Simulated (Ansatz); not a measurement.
# Ca on Au(111): change of the work function, part 3 of 5

How does Ca on the bridge site change the work function of Au(111) as the layer fills?

Ansatz 0.2.0; plane-wave DFT, PBE, Ansatz PAW.

So far, work function, upper face (eV): step 2 (the clean slab) 5.16; step 3 (37 atoms, coverage 0.111 ML, cell 3x3) 2.56.

### 4. Adsorbate added, k-mesh 6×6×1, coverage 0.25 ML

System of this step: Ca/Au(111). The cell holds 17 atoms: 16 Au and 1 Ca. Its edges and angles: a = 5.770 Å, b = 5.770 Å, c = 28.233 Å, α = 90.0°, β = 90.0°, γ = 60.0°. Vacuum lies along c.

Another coverage, to see how the dipoles act on each other as their distance changes.

The input, input.yaml:

```yaml
crystal:
  lattice:
    - [5.7699913344, 0.0, 0.0]
    - [2.8849956672, 4.9969590752, 0.0]
    - [0.0, 0.0, 28.2334116221]
  atoms:
    - { symbol: Au, position: [0.0, 0.0, 0.318771253] }
    - { symbol: Au, position: [0.1666666667, 0.1666666667, 0.4022039295] }
    - { symbol: Au, position: [0.3333333333, 0.3333333333, 0.4885202996] }
    - { symbol: Au, position: [0.0, 0.0, 0.577049975] }
    - { symbol: Au, position: [0.0, 0.5, 0.318771253] }
    - { symbol: Au, position: [0.1666666667, 0.6666666667, 0.4022039295] }
    - { symbol: Au, position: [0.3333333333, 0.8333333333, 0.4885202996] }
    - { symbol: Au, position: [0.0, 0.5, 0.577049975] }
    - { symbol: Au, position: [0.5, 0.0, 0.318771253] }
    - { symbol: Au, position: [0.6666666667, 0.1666666667, 0.4022039295] }
    - { symbol: Au, position: [0.8333333333, 0.3333333333, 0.4885202996] }
    - { symbol: Au, position: [0.5, 0.0, 0.577049975] }
    - { symbol: Au, position: [0.5, 0.5, 0.318771253] }
    - { symbol: Au, position: [0.6666666667, 0.6666666667, 0.4022039295] }
    - { symbol: Au, position: [0.8333333333, 0.8333333333, 0.4885202996] }
    - { symbol: Au, position: [0.5, 0.5, 0.577049975] }
    - { symbol: Ca, position: [0.25, 0.0, 0.681228747] }
kpoints:
  mp_grid: { grid: [6, 6, 1] }
hamiltonian:
  xc: pbe
scf:
  occupations: { method: fermi_dirac, width: 0.1 }
  convergence: { dr2_threshold: 1.0e-08 }
efield:
  axis: 3
  dipole_correction: true
  ramp_position: 0.97
  ramp_width: 0.06
relax:
  f_tol: 0.02
  max_steps: 60
  constraints: [{ sites: [0, 1, 4, 5, 8, 9, 12, 13] }]
output:
  bader: true
  dos: { projected: true, e_range: [-8, 4] }
  write_potential: true
  write_density: true
  volumetric_format: npy
  elf: true
```

On the command line:

```console
ansatz run input.yaml --threads 4 --pin off --max-ram 12288MiB --backend cpu --events-out ev --progress --plain --runs-dir out
```

Numbers of over 12 decimals in the logs are rounded to 6 here.

What it wrote:

```text
[...]
Crystal: 17 atoms, lattice volume = 814.037 Å³
Basis set: ecut = 420 eV, 15983 PW (Γ), exchange–correlation on 80×80×384 points (8 copies of the dense FFT grid, shifted against one another)
Bands: 189, of which v1, the nominal top of the filled ones, is band 157 counted from 1 (156 counted from 0)
Symmetry: 2 space group operations
[...]
k-points: 13 of 36 (time reversal used)
[...]
SCF iter   1: F=—  HF=-212204.279468 eV  |F-HF|=—  |Δ(HF+E_count)|=         —  Δρ=5.64e-3  dr2=1.13e1  ethr=1.77e-3  p=0.467 e·Å  D=1.04e-1 V/Å  ΔV_dip=-2.93 eV  dr2_dipole=4.22e0  V_vac-E_F(+/−)=1.82/4.75 eV  ⟨swp⟩=10.1  Hψ=11135  notcnv=0  defer=96
[...]
SCF iter  11: F=-212203.796544 eV  HF=-212203.796544 eV  |F-HF|=2.31e-8  |Δ(HF+E_count)|=   5.28e-8  Δρ=6.11e-7  dr2=8.26e-9  ethr=3.18e-12  p=0.350 e·Å  D=7.78e-2 V/Å  ΔV_dip=-2.20 eV  dr2_dipole=1.87e-9  V_vac-E_F(+/−)=2.98/5.17 eV  ⟨swp⟩=15.1  Hψ=20349  notcnv=0
SCF 1 converged in 11 iterations: F = -212203.796544 eV  dr2 = 8.26e-9
[...]
relax step   1: F+E_penalty+E_count = -212203.79654386 eV  Δ(F+E_penalty+E_count) = +0.000e0 eV  max|allowed force component| = 1.416e0 eV/Å  Δτ_max = 0.0000 Å  (11 SCF iters, accepted)
[...]
SCF iter  11: F=-212204.168654 eV  HF=-212204.168654 eV  |F-HF|=5.27e-9  |Δ(HF+E_count)|=   8.09e-9  Δρ=3.16e-7  dr2=1.87e-9  ethr=3.18e-12  p=0.385 e·Å  D=8.55e-2 V/Å  ΔV_dip=-2.41 eV  dr2_dipole=3.84e-10  V_vac-E_F(+/−)=2.78/5.20 eV  ⟨swp⟩=14.5  Hψ=17005  notcnv=0
SCF 2 converged in 11 iterations: F = -212204.168654 eV  dr2 = 1.87e-9
relax step   2: F+E_penalty+E_count = -212204.16865374 eV  Δ(F+E_penalty+E_count) = -3.721e-1 eV  max|allowed force component| = 1.298e0 eV/Å  Δτ_max = 0.1873 Å  (11 SCF iters, accepted)
SCF iter   1: F=—  HF=-212204.434377 eV  |F-HF|=—  |Δ(HF+E_count)|=         —  Δρ=2.46e-3  dr2=1.26e-1  ethr=3.50e-4  p=0.385 e·Å  D=8.55e-2 V/Å  ΔV_dip=-2.41 eV  dr2_dipole=4.05e-2  V_vac-E_F(+/−)=2.79/5.20 eV  ⟨swp⟩=7.2  Hψ=9285  notcnv=0  defer=161
[...]
SCF iter  10: F=-212204.412789 eV  HF=-212204.412789 eV  |F-HF|=1.14e-8  |Δ(HF+E_count)|=   6.98e-9  Δρ=4.31e-7  dr2=3.99e-9  ethr=3.18e-12  p=0.423 e·Å  D=9.40e-2 V/Å  ΔV_dip=-2.65 eV  dr2_dipole=9.59e-10  V_vac-E_F(+/−)=2.56/5.21 eV  ⟨swp⟩=12.8  Hψ=18511  notcnv=0
SCF 3 converged in 10 iterations: F = -212204.412789 eV  dr2 = 3.99e-9
relax step   3: F+E_penalty+E_count = -212204.41278930 eV  Δ(F+E_penalty+E_count) = -2.441e-1 eV  max|allowed force component| = 6.783e-1 eV/Å  Δτ_max = 0.1958 Å  (10 SCF iters, accepted)
[...]
relax step   4: F+E_penalty+E_count = -212204.52738986 eV  Δ(F+E_penalty+E_count) = -1.146e-1 eV  max|allowed force component| = 2.483e-1 eV/Å  Δτ_max = 0.1947 Å  (10 SCF iters, accepted)
[...]
relax step   5: F+E_penalty+E_count = -212204.59045771 eV  Δ(F+E_penalty+E_count) = -6.307e-2 eV  max|allowed force component| = 9.259e-2 eV/Å  Δτ_max = 0.1921 Å  (11 SCF iters, accepted)
[...]
relax step   6: F+E_penalty+E_count = -212204.59699882 eV  Δ(F+E_penalty+E_count) = -6.541e-3 eV  max|allowed force component| = 6.024e-2 eV/Å  Δτ_max = 0.0751 Å  (10 SCF iters, accepted)
[...]
relax step   7: F+E_penalty+E_count = -212204.59838737 eV  Δ(F+E_penalty+E_count) = -1.389e-3 eV  max|allowed force component| = 1.403e-2 eV/Å  Δτ_max = 0.1082 Å  (10 SCF iters, accepted)
SCF iter   1: F=—  HF=-212204.598231 eV  |F-HF|=—  |Δ(HF+E_count)|=         —  Δρ=5.01e-4  dr2=2.16e-3  ethr=7.30e-6  p=0.496 e·Å  D=1.10e-1 V/Å  ΔV_dip=-3.11 eV  dr2_dipole=3.11e-4  V_vac-E_F(+/−)=2.11/5.23 eV  ⟨swp⟩=2.9  Hψ=4524  notcnv=0  defer=173
[...]
SCF iter   8: F=-212204.598509 eV  HF=-212204.598509 eV  |F-HF|=2.33e-9  |Δ(HF+E_count)|=   3.24e-8  Δρ=5.05e-7  dr2=4.72e-9  ethr=3.18e-12  p=0.495 e·Å  D=1.10e-1 V/Å  ΔV_dip=-3.11 eV  dr2_dipole=1.14e-11  V_vac-E_F(+/−)=2.12/5.23 eV  ⟨swp⟩=13.8  Hψ=17630  notcnv=0
SCF 8 converged in 8 iterations: F = -212204.598509 eV  dr2 = 4.72e-9
relax step   8: F+E_penalty+E_count = -212204.59850894 eV  Δ(F+E_penalty+E_count) = -1.216e-4 eV  max|allowed force component| = 1.956e-2 eV/Å  Δτ_max = 0.0303 Å  (8 SCF iters, accepted)
[...]
SCF converged after 8 iterations
Free energy (F): -212204.598509 eV
[...]
Internal energy: -212204.337973 eV  (E = F + TS)
E sigma→0 (E₀):  -212204.468241 eV
Entropy (-TS):   -0.260536 eV (-15.326 meV/atom)
Fermi energy:    4.914954 eV
Dipole field:    D = 0.110030 V/Å  (p = 0.494988 e·Å, saw-weighted, corrected)
Work function:   Φ+ = 2.1204 eV   Φ− = 5.2269 eV
[...]
--- Forces (eV/Å), atoms counted from 1 ---
  atom   1  Au     0.01320550     0.00704085    -0.51103419
  atom   2  Au     0.00000000     0.02622275     0.49893313
  atom   3  Au     0.00187778    -0.01577018     0.01328067
  atom   4  Au     0.01589116     0.00219021    -0.00258891
  atom   5  Au     0.00000000    -0.01288051    -0.52753120
  atom   6  Au     0.02994117    -0.03835924     0.52270824
  atom   7  Au     0.00000000     0.01006546     0.01956049
  atom   8  Au     0.00000000     0.00189720    -0.00123440
  atom   9  Au    -0.01320550     0.00704085    -0.51103419
  atom  10  Au     0.00000000     0.04217609     0.48652627
  atom  11  Au    -0.00187778    -0.01577018     0.01328067
  atom  12  Au    -0.01589116     0.00219021    -0.00258891
  atom  13  Au     0.00000000     0.00195334    -0.53197151
  atom  14  Au    -0.02994117    -0.03835924     0.52270824
  atom  15  Au     0.00000000     0.01783115     0.01574091
  atom  16  Au     0.00000000     0.00240907    -0.00229850
  atom  17  Ca     0.00000000     0.00011940    -0.00248162
  max |Σ_I F_I| component: 2.48e-5 eV/Å
--- Band table (eV; the first three rows and the last of 13) ---
  k-point 0: bands = [... 153 lower, 4.8412, 4.8824, 4.9161, 5.2442, 5.7089, 5.7406, 5.7619, 5.9547, ... 28 higher]
  k-point 1: bands = [... 153 lower, 4.0448, 4.7827, 4.9056, 4.9401, 5.0589, 5.3762, 5.4046, 5.6118, ... 28 higher]
  k-point 2: bands = [... 153 lower, 3.7732, 4.1263, 4.9411, 4.9488, 5.2704, 5.3226, 5.3853, 5.8065, ... 28 higher]
  k-point 12: bands = [... 153 lower, 3.5724, 3.6854, 3.8482, 4.5720, 4.7270, 5.4781, 5.7872, 6.1696, ... 28 higher]
--- Relaxed structure (8 steps of the walk, 8 accepted, 0 SCFs on fresh bases) ---
  F+E_penalty+E_count = -212204.59850894 eV   max|allowed force component| = 1.956e-2 eV/Å
  atoms:
    - { symbol: Au, position: [0.0, 0.0, 0.318771253] }
    - { symbol: Au, position: [0.166667, 0.166667, 0.4022039295] }
    - { symbol: Au, position: [0.332362, 0.336512, 0.490048] }
    - { symbol: Au, position: [-0.00905928, 0.00298216, 0.573862] }
    - { symbol: Au, position: [0.0, 0.500000, 0.318771253] }
    - { symbol: Au, position: [0.166667, 0.666667, 0.4022039295] }
    - { symbol: Au, position: [0.334112, 0.831776, 0.489051] }
    - { symbol: Au, position: [-0.000972164, 0.501944, 0.593156] }
    - { symbol: Au, position: [0.500000, 0.0, 0.318771253] }
    - { symbol: Au, position: [0.666667, 0.166667, 0.4022039295] }
    - { symbol: Au, position: [0.831127, 0.336512, 0.490048] }
    - { symbol: Au, position: [0.506077, 0.00298216, 0.573862] }
    - { symbol: Au, position: [0.5, 0.500000, 0.318771253] }
    - { symbol: Au, position: [0.666667, 0.666667, 0.4022039295] }
    - { symbol: Au, position: [0.835631, 0.828737, 0.488018] }
    - { symbol: Au, position: [0.497945, 0.504109, 0.597958] }
    - { symbol: Ca, position: [0.240249, 0.019502, 0.657731] }
--- Bader charges: 17 sites ---
  site symbol  charge [e]  shift [e]
     0     Au     -0.0268     0.0000
     1     Au      0.0363     0.0000
     2     Au     -0.0141     0.0000
     3     Au     -0.2468     0.0000
     4     Au     -0.0251     0.0000
     5     Au      0.0342     0.0000
     6     Au     -0.0138     0.0000
     7     Au     -0.3287     0.0000
     8     Au     -0.0269     0.0000
     9     Au      0.0383     0.0000
    10     Au     -0.0141     0.0000
    11     Au     -0.2468     0.0000
    12     Au     -0.0256     0.0000
    13     Au      0.0342     0.0000
    14     Au     -0.0264     0.0000
    15     Au     -0.3717     0.0000
    16     Ca      1.2236     0.0001
  estimated error of the sums over rays = 3.5e-4 e
```

Elapsed: 11 min, on 4 threads of Arm Neoverse V1, shared host; peak memory 4.1 GiB; 42 min of CPU time.

Step by step:

```
step  energy less that of the first step (eV)  largest force component (eV/Å)
   1                                   0.0000                          1.4157
   2                                  -0.3721                          1.2978
   3                                  -0.6162                          0.6783
   4                                  -0.7308                          0.2483
   5                                  -0.7939                          0.0926
   6                                  -0.8005                          0.0602
   7                                  -0.8018                          0.0140
   8                                  -0.8020                          0.0196
```

The run keeps the 2 symmetry operations that it works with, so distortions that break them were not tested.

The atoms that moved most (Å):

```
atom      dx      dy      dz  length
Ca17   0.000   0.097  -0.663   0.671
Au16   0.000   0.021   0.590   0.591
 Au8   0.000   0.010   0.455   0.455
Au12   0.044   0.015  -0.090   0.101
 Au4  -0.044   0.015  -0.090   0.101
 Au3   0.004   0.016   0.043   0.046
Au11  -0.004   0.016   0.043   0.046
Au15   0.000  -0.023  -0.014   0.027
```

Final coordinates:

```cif
data_structure
_symmetry_space_group_name_H-M 'P 1'
_symmetry_Int_Tables_number 1
_cell_length_a 5.7700
_cell_length_b 5.7700
_cell_length_c 28.2334
_cell_angle_alpha 90.000
_cell_angle_beta 90.000
_cell_angle_gamma 60.000
_cell_volume 814.04
loop_
_atom_site_label
_atom_site_type_symbol
_atom_site_fract_x
_atom_site_fract_y
_atom_site_fract_z
_atom_site_occupancy
Au1 Au 0.00000 0.00000 0.31877 1
Au2 Au 0.16667 0.16667 0.40220 1
Au3 Au 0.33236 0.33651 0.49005 1
Au4 Au 0.99094 0.00298 0.57386 1
Au5 Au 0.00000 0.50000 0.31877 1
Au6 Au 0.16667 0.66667 0.40220 1
Au7 Au 0.33411 0.83178 0.48905 1
Au8 Au 0.99903 0.50194 0.59316 1
Au9 Au 0.50000 0.00000 0.31877 1
Au10 Au 0.66667 0.16667 0.40220 1
Au11 Au 0.83113 0.33651 0.49005 1
Au12 Au 0.50608 0.00298 0.57386 1
Au13 Au 0.50000 0.50000 0.31877 1
Au14 Au 0.66667 0.66667 0.40220 1
Au15 Au 0.83563 0.82874 0.48802 1
Au16 Au 0.49795 0.50411 0.59796 1
Ca17 Ca 0.24025 0.01950 0.65773 1
```

This step gave:

```yaml
energy_at_zero_smearing: -212204.4682 eV
work_function_upper_face: 2.120 eV
work_function_lower_face: 5.227 eV
dipole_along_the_normal: 0.4950 e·Å
step_between_the_vacuum_levels: -3.107 eV
```

Running mean over 2.356 Å of the planar mean; the ramp of the sawtooth is left out. Electron's electrostatic potential energy less the Fermi level against z:

```
z (Å)  electron's electrostatic potential energy less the Fermi level (eV)
  3.5                                                                 5.23
  4.0                                                                 5.23
  4.5                                                                 5.23
  5.0                                                                 5.22
  5.5                                                                 5.21
  6.0                                                                 5.16
  6.5                                                                 4.97
  7.0                                                                 4.15
  7.5                                                                 1.20
  8.0                                                                -3.34
  8.5                                                                -6.96
  9.0                                                                -8.19
  9.5                                                                -8.47
 10.0                                                                -8.57
 10.5                                                                -8.63
 11.0                                                                -8.67
 11.5                                                                -8.58
 12.0                                                                -8.10
 12.5                                                                -7.71
 13.0                                                                -7.84
 13.5                                                                -8.31
 14.0                                                                -8.29
 14.5                                                                -7.38
 15.0                                                                -5.94
 15.5                                                                -5.78
 16.0                                                                -7.05
 16.5                                                                -8.08
 17.0                                                                -7.60
 17.5                                                                -5.83
 18.0                                                                -3.24
 18.5                                                                -1.35
 19.0                                                               -0.669
 19.5                                                               -0.141
 20.0                                                                0.769
 20.5                                                                 1.46
 21.0                                                                 1.78
 21.5                                                                 1.95
 22.0                                                                 2.03
 22.5                                                                 2.08
 23.0                                                                 2.10
 23.5                                                                 2.11
 24.0                                                                 2.12
 24.5                                                                 2.12
 25.0                                                                 2.12
```

The density of states has structure finer than the step of the table below, so its rows give means over 0.25 eV, whole bins alone (the curve runs from -8 to 1.98 eV). Peaks (eV: height): -4.660: 58.3, -4.180: 54.0, -4.000: 55.2, -3.640: 48.0, -3.040: 55.8, -2.860: 54.4, -2.110: 48.4.

The density of states by energy, zero at the Fermi level; means over each step:

```
energy (eV)  density of states (states/eV a cell)
      -7.75                                  2.82
      -7.50                                  2.19
      -7.25                                  3.16
      -7.00                                  5.48
      -6.75                                  10.1
      -6.50                                  13.3
      -6.25                                  17.0
      -6.00                                  31.2
      -5.75                                  29.5
      -5.50                                  23.9
      -5.25                                  29.3
      -5.00                                  27.4
      -4.75                                  40.3
      -4.50                                  35.3
      -4.25                                  42.2
      -4.00                                  43.8
      -3.75                                  37.1
      -3.50                                  34.1
      -3.25                                  34.9
      -3.00                                  42.1
      -2.75                                  42.9
      -2.50                                  33.1
      -2.25                                  37.9
      -2.00                                  41.2
      -1.75                                  16.8
      -1.50                                  7.80
      -1.25                                  7.27
      -1.00                                  5.76
      -0.75                                  3.46
      -0.50                                  3.12
      -0.25                                  7.30
       0.00                                  9.15
       0.25                                  4.17
       0.50                                  8.65
       0.75                                  5.16
       1.00                                  3.86
       1.25                                  10.8
       1.50                                  11.6
       1.75                                  7.54
```

Projected DOS per atom over height of the atomic layer and energy from the Fermi level. Layers: Au4 Au4 Au4 Au2 Au2 Ca from below.

Ten even steps from '0' (0.01 states/eV) to '9' (3.95 states/eV), each cell a mean:
```
000000
000000
000001
000001
101000
000000
000000
101000
554220
665450
646590
535590
644690
766760
465750
335730
233530
464320
132100
011100
000000
000000
```
Columns: height of the atomic layer (Å) from 9 to 18.6 (not evenly spaced); rows upwards: energy from the Fermi level (eV) from -7.96 to 1.95.

ELF in the ca plane at fractional y = 0.000, with atoms of Au and Ca within 0.2 Å of it. It is the smooth field of the valence electrons, not physical close to the nuclei.

Ten even steps from '0' (0.00) to '9' (0.84), each cell a mean:
```
64222221112222235787544310001122211000000000
43222322122332224565433211001111100000000000
22234432223443222333322110000000000000000000
22234542224443222222221100000000000000000000
22234432223443222333322110000000000000000000
43222322122332224565433211001111100000000000
64222221112222235787544310001122211000000000
64222211111222235787543100000134332100000000
53222221112222224666542255410135543110000000
32223332123333223444322799840025654210000000
22234442223443222222214999961025664310000000
22234442223443222222214999961025664310000000
32223332123333223444322799840025654210000000
53222221112222224666542255410135543110000000
64222211111222235787543100000134322100000000
```
Columns run along c (16.0 Å, from fractional 0.34 to 0.91 of the cell), rows up along a (5.8 Å). Atoms in or near the plane, at fractional coordinates: Au at (0.57, 0.99), Au at (0.57, 0.51), Ca at (0.66, 0.24).

Valence density in the ca plane at fractional y = 0.000, with atoms of Au and Ca within 0.2 Å of it. It is the smooth field of the valence electrons, not physical close to the nuclei.

Ten steps, logarithmic in the rise over the least value, from '0' (0 e/Å³) to '9' (13 e/Å³), each cell a mean:
```
74212211111221236998631000000000000000000000
53223322112332224776421000000000000000000000
22234432223443222343210000000000000000000000
21235543224553212222110000000000000000000000
22234432223443222343210000000000000000000000
53223321112332225777421000000000000000000000
74222211111221236998631000000000000000000000
74211111111111237999631100000000000000000000
63222221112222235787532233200000000000000000
32223432123333223454322566420000000000000000
21235542224553211222223688630000000000000000
21235542224553211222223688630000000000000000
32223432123333223454322566420000000000000000
63222221112222235787532233100000000000000000
74211111111111237999631100000000000000000000
```
Columns run along c (16.0 Å, from fractional 0.34 to 0.91 of the cell), rows up along a (5.8 Å). Atoms in or near the plane, at fractional coordinates: Au at (0.57, 0.99), Au at (0.57, 0.51), Ca at (0.66, 0.24).

(Continued in part 4 of 5.)

[Logs are printed without paths, hosts, clocks, repeated set-up lines and the standing remarks that a program may print on its own settings, such as how far it seeks lower states.]

[Hosts, paths, dates, database ids (printed as entryN), source tags and the programs' standing remarks are cut or masked in the printed files.]

[Maps of the electrostatic potential energy from Ansatz leave out the sawtooth potential of an applied field or a dipole correction, so their vacuum need not be flat; planar profiles and work functions include it.]
